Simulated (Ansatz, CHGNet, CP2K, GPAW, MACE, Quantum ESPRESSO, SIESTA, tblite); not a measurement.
## tblite runs on random packing of Na51Sb49 (at. %) (68 atoms)

How near does tblite come to plane waves for random packing of Na51Sb49 (at. %) (68 atoms)?

Program: tblite 0.8.0. Level of theory: the method is named at each step. Results are calculated unless marked as measured.

**1. Starting point**

The cell holds 68 atoms: 35 Na and 33 Sb. Cell: a = 12.652 Å, b = 12.652 Å, c = 12.652 Å, α = 90.0°, β = 90.0°, γ = 90.0°. 68 atoms (35 Na, 33 Sb) packed at random in a cube at 3.95 g/cm³ and pushed apart as soft spheres; a start for melting by ab initio MD, not an equilibrated structure. Then every atom was moved at random, 0.03 Å r.m.s. a Cartesian component.

The yardstick, on the same geometry:

| Quantity | Value |
| --- | --- |
| method | Kohn-Sham DFT, PBE, SSSP efficiency 1.3.0 pseudopotentials, plane waves (Quantum ESPRESSO 7.5); sssp-pbe-1.3.0-efficiency, cutoffs 45/360 Ry, Γ point |
| r.m.s. force component | 0.7296 eV/Å |
| longest force | 3.357 eV/Å |
| pressure | 4.48 GPa |
| time | 6.8 min on 4 MPI ranks of Arm Neoverse V1, shared host |
| CPU time | 27 min |

**2. GFN1-xTB**

Method: GFN1-xTB tight binding, diagonalisation.

Contents of run.py:

```python
import numpy as np
from ase.io import read
from tblite.ase import TBLite

atoms = read("structure.xyz")
atoms.calc = TBLite(method="GFN1-xTB", electronic_temperature=580, accuracy=1.0, max_iterations=250, mixer_damping=0.1, verbosity=1)
energy = atoms.get_potential_energy()
forces = atoms.get_forces()
print(f"energy {energy:.6f} eV")
print("forces (eV/A)")
for i, (a, f) in enumerate(zip(atoms, forces)):
    print(f"{i:4d} {a.symbol:2s} {f[0]:10.5f} {f[1]:10.5f} {f[2]:10.5f}")
stress = -atoms.get_stress(voigt=False) * 160.21766
print("stress (GPa, compression positive)")
for row in stress:
    print(" ".join(f"{x:10.4f}" for x in row))
print("charges (e)")
print(np.array2string(atoms.get_charges(), precision=4, suppress_small=True, max_line_width=110, threshold=100000))
```

Contents of structure.xyz:

```xyz
68
Lattice="12.65230 0.00000 0.00000 0.00000 12.65230 0.00000 0.00000 0.00000 12.65230" Properties=species:S:1:pos:R:3 pbc="T T T"
Na 7.55469 0.71359 12.36535
Na 11.62202 1.73779 8.82194
Na 11.46260 8.30054 4.74221
Na 1.87393 1.20602 11.38505
Na 9.13724 6.08386 0.67905
Na 7.31290 6.30742 5.70948
Na 8.29700 11.77954 9.79389
Na 12.63408 12.26058 6.77948
Na 6.39232 7.63288 12.32435
Na 1.21437 9.71254 3.46496
Na 4.10732 9.82160 1.79789
Na 10.94690 9.59184 8.93872
Na 8.87508 11.83420 2.02007
Na 6.53365 3.25607 11.05356
Na 3.48330 3.88818 11.38985
Na 11.64935 2.06410 4.16084
Na 4.81913 7.06846 9.41989
Na 1.93504 10.31820 8.07723
Na 6.00605 2.40710 3.71370
Na 10.09869 4.17197 9.67496
Na 2.65471 6.72040 12.29348
Na 3.94613 9.27603 11.26232
Na 0.97005 8.59104 10.50052
Na 10.91590 11.32330 4.33607
Na 8.25575 8.04307 8.29928
Na 5.99896 11.79953 3.26986
Na 3.76419 0.63717 4.77245
Na 8.93252 1.06823 5.28094
Na 10.90363 3.39271 1.13694
Na 12.05207 6.67750 1.23132
Na 10.88110 6.91587 10.98080
Na 4.23877 12.11508 12.43316
Na 11.86406 5.23552 4.38681
Na 5.22426 5.55879 2.28323
Na 2.21023 5.80247 2.93862
Sb 0.91033 6.63461 6.46444
Sb 5.59687 1.28408 6.94877
Sb 3.56428 8.13467 4.34455
Sb 8.95758 9.50618 5.72656
Sb 4.76410 10.61541 5.69619
Sb 11.69908 12.04790 10.77154
Sb 12.37155 9.61423 0.94728
Sb 8.52335 2.72417 7.68146
Sb 0.99080 12.58803 4.01748
Sb 4.44551 2.94546 8.76842
Sb 10.20180 4.81547 6.83629
Sb 10.17789 1.64758 11.38821
Sb 7.72474 5.91077 10.29695
Sb 9.44545 8.96061 2.54615
Sb 8.19198 9.96584 12.18214
Sb 2.10382 1.05533 1.82750
Sb 1.50752 11.01066 12.17101
Sb 11.60874 12.24186 0.77331
Sb 12.38711 3.20394 11.24929
Sb 9.69925 11.70439 7.20789
Sb 9.28363 3.89185 3.62084
[... 8 atom lines left out ...]
Sb 0.78710 3.04756 6.39624
Sb 6.60754 8.32686 2.56994
Sb 5.21047 2.18062 0.83012
Sb 2.87637 0.39943 8.67252
```

On the command line:

```bash
$ OMP_NUM_THREADS=1 python run.py > output.txt
```

The program printed:

```text
------------------------------------------------------------
  cycle        total energy    energy error   density error
------------------------------------------------------------
      1     -93.52828900813  -9.3325065E+01   4.4335935E-01
      2     -93.51936697846   8.9220297E-03   3.8058548E-01
      3     -93.67734631775  -1.5797934E-01   3.5116428E-01
      4     -93.53431749636   1.4302882E-01   2.3075294E-01
      5     -94.36272785995  -8.2841036E-01   8.1876560E-02
      6     -94.59351868584  -2.3079083E-01   4.2973457E-02
      7     -94.63000501719  -3.6486331E-02   3.0943073E-02
      8     -94.63416779232  -4.1627751E-03   2.0982381E-02
      9     -94.64007331926  -5.9055269E-03   9.0685243E-03
     10     -94.64149877439  -1.4254551E-03   5.6097028E-03
     11     -94.64173033399  -2.3155960E-04   4.8307782E-03
     12     -94.64189394527  -1.6361128E-04   2.9487346E-03
     13     -94.64193532577  -4.1380500E-05   1.8400803E-03
     14     -94.64195716898  -2.1843201E-05   1.3335347E-03
     15     -94.64195510340   2.0655768E-06   9.1285078E-04
     16     -94.64196642810  -1.1324701E-05   3.7973107E-04
     17     -94.64197183507  -5.4069718E-06   1.5606106E-04
     18     -94.64197205618  -2.2110586E-07   1.2146276E-04
     19     -94.64197208090  -2.4723946E-08   6.3227606E-05
     20     -94.64197218343  -1.0252651E-07   2.3328666E-05
     21     -94.64197219569  -1.2266156E-08   1.3646388E-05
------------------------------------------------------------
 total:                                   3.903 sec
energy -2575.339240 eV
forces (eV/A)
   0 Na    0.08025   -0.24040    0.11946
   1 Na    0.13099    0.04449   -0.68989
   2 Na    0.04100   -0.37892    0.31029
   3 Na   -0.33001   -0.13554   -0.03463
   4 Na   -0.53516    0.24550    0.33310
   5 Na    0.09057   -0.22719   -0.37389
   6 Na    0.22245    0.23023    0.09045
   7 Na    0.44403    0.46792    0.32320
   8 Na    0.08909   -0.05029    0.04600
   9 Na    0.15885    0.02629    0.06208
  10 Na   -0.17522   -0.11406    0.20637
  11 Na   -0.11910    0.31622    0.02510
  12 Na    0.10651   -0.17365   -0.22402
  13 Na    0.26176    0.15384   -0.50984
  14 Na   -0.17387   -0.13268   -0.00904
  15 Na    0.15578    0.13478   -0.04836
  16 Na    0.05079   -0.32958   -0.25346
  17 Na    0.42233   -0.23035   -0.29775
  18 Na    0.25443    0.12935    0.38711
  19 Na   -0.04831    0.31732    0.01879
  20 Na   -0.18864   -0.37727    0.05485
  21 Na    0.12877    0.35742   -0.21741
  22 Na   -0.34069   -0.09767   -0.13007
  23 Na   -0.11903   -0.04297   -0.44286
[...]
60 Sb    2.07478    0.42280   -0.68122
  61 Sb    0.24987    1.05310    1.00544
  62 Sb   -0.06822    0.32750   -1.17052
  63 Sb    2.71726    1.84916    1.41043
  64 Sb   -0.25495    0.73971    0.63239
  65 Sb    0.27734    0.22108    0.09323
  66 Sb   -0.49922   -0.22640    0.68912
  67 Sb    0.17680    0.54467   -0.79451
stress (GPa, compression positive)
   -2.2380     0.5713     0.0415
    0.5713    -1.2100    -0.1396
    0.0415    -0.1396    -1.8996
charges (e)
[ 0.1864  0.2317  0.169   0.2183  0.1751  0.2421  0.1763  0.2015  0.1224  0.1689  0.1549  0.1716  0.1576
  0.2116  0.196   0.2058  0.1516  0.1532  0.2213  0.2186  0.0927  0.0739  0.1263  0.189   0.2059  0.1801
  0.2058  0.1717  0.2086  0.1213  0.1964  0.1604  0.1663  0.1884  0.1448 -0.1669 -0.0978 -0.2043 -0.1761
 -0.1376 -0.1412 -0.1987 -0.1592 -0.2644 -0.1211 -0.1341 -0.186  -0.3173 -0.2083 -0.2963 -0.1251 -0.194
 -0.0741 -0.1651 -0.2516 -0.2621 -0.2161 -0.1961 -0.1568 -0.1374 -0.1056 -0.2179 -0.2443 -0.0788 -0.1921
 -0.2362 -0.2858 -0.2175]
```

Elapsed: 4.5 s, on 1 thread of Arm Neoverse V1, shared host; peak memory 0.15 GiB.

Banners, paths, timers and routine set-up lines are dropped from the logs unmarked, and long logs keep their key lines alone; longer cuts are marked.

Numbers from this run, and their distance from the reference:

| Property | Result |
| --- | --- |
| r.m.s. force component | 0.6596 eV/Å |
| r.m.s. difference of force components | 298.7 meV/Å |
| longest difference of force vectors | 1629 meV/Å |
| force difference over r.m.s. force | 40.94 % |
| slope of forces against the reference's | 0.8249 |
| correlation of force components | 0.9124 |
| pressure | -1.782 GPa |
| pressure difference | -6.262 GPa |

Length of the force difference by element (eV/Å):

| element | atoms | mean | most |
| --- | --- | --- | --- |
| Na | 35 | 0.31 | 0.54 |
| Sb | 33 | 0.59 | 1.6 |

The surroundings of Na16, picked at random, nearest first, numbered as they follow in the input and with coordinates relative to it.

| atom | x | y | z | distance (Å) | Mulliken charge (e) | Fx | Fy | Fz (eV/Å) |
| --- | --- | --- | --- | --- | --- | --- | --- | --- |
| Na16 | 0.00 | 0.00 | 0.00 | 0.00 | 0.21 | 0.16 | 0.13 | -0.05 |
| Sb44 | 1.99 | -2.13 | -0.14 | 2.92 | -0.26 | 0.04 | 0.02 | 0.19 |
| Sb65 | 1.79 | 0.98 | 2.24 | 3.03 | -0.19 | -0.25 | 0.74 | 0.63 |
| Sb56 | -2.37 | 1.83 | -0.54 | 3.04 | -0.26 | -0.33 | -0.13 | 0.79 |
| Na28 | -2.72 | -1.00 | 1.12 | 3.10 | 0.17 | -0.47 | 0.36 | -0.03 |
| Na33 | 0.21 | 3.17 | 0.23 | 3.19 | 0.17 | 0.24 | -0.18 | 0.29 |
| Na29 | -0.75 | 1.33 | -3.02 | 3.39 | 0.21 | -0.11 | -0.30 | 0.05 |
| Na24 | -0.73 | -3.39 | 0.18 | 3.48 | 0.19 | -0.12 | -0.04 | -0.44 |
| Na8 | 0.98 | -2.46 | 2.62 | 3.72 | 0.20 | 0.44 | 0.47 | 0.32 |

Atoms are counted from 1 here, from 0 in the log.

Forces lie 41 % from the reference's, at 0.0028 times its CPU time (on 1 against 4 cores).

**3. Results**

```json
{"force difference from the reference": "tblite GFN1-xTB, 41 %", "its CPU time": "4.5 s"}
```

Tight binding differs by 41 % (tblite GFN1-xTB); it is another model, with fitted parameters of its own, and the xTB methods hold dispersion. One electronic-structure run takes under half the reference's CPU time: tblite GFN1-xTB, at 41 % in 4.5 s against 27 min; its pressure misses by -6.3 GPa. Periodic xTB results under one method name differ between programs and library versions. The reference's pressure holds the uncorrected Pulay stress of its 45 Ry basis, so small pressure differences, and their order, may be the reference's own error. The reference's pressure of 4.5 GPa belongs to a cell and atoms that aren't relaxed at this level. The electronic-structure runs sample only Γ, in a cell whose shortest periodic width is 13 Å, which is coarse for a cell with partly filled levels. Spin–orbit coupling is left out, which matters for the levels of the heavy elements.

[Also dropped from logs without a mark: logging warnings of Python, and SIESTA's first energy breakdown and zero terms.]

[Logs are printed without paths, hosts, clocks, repeated set-up lines and the standing remarks that a program may print on its own settings, such as how far it seeks lower states.]

[Hosts, paths, dates, database ids (printed as entryN), source tags and the programs' standing remarks are cut or masked in the printed files.]
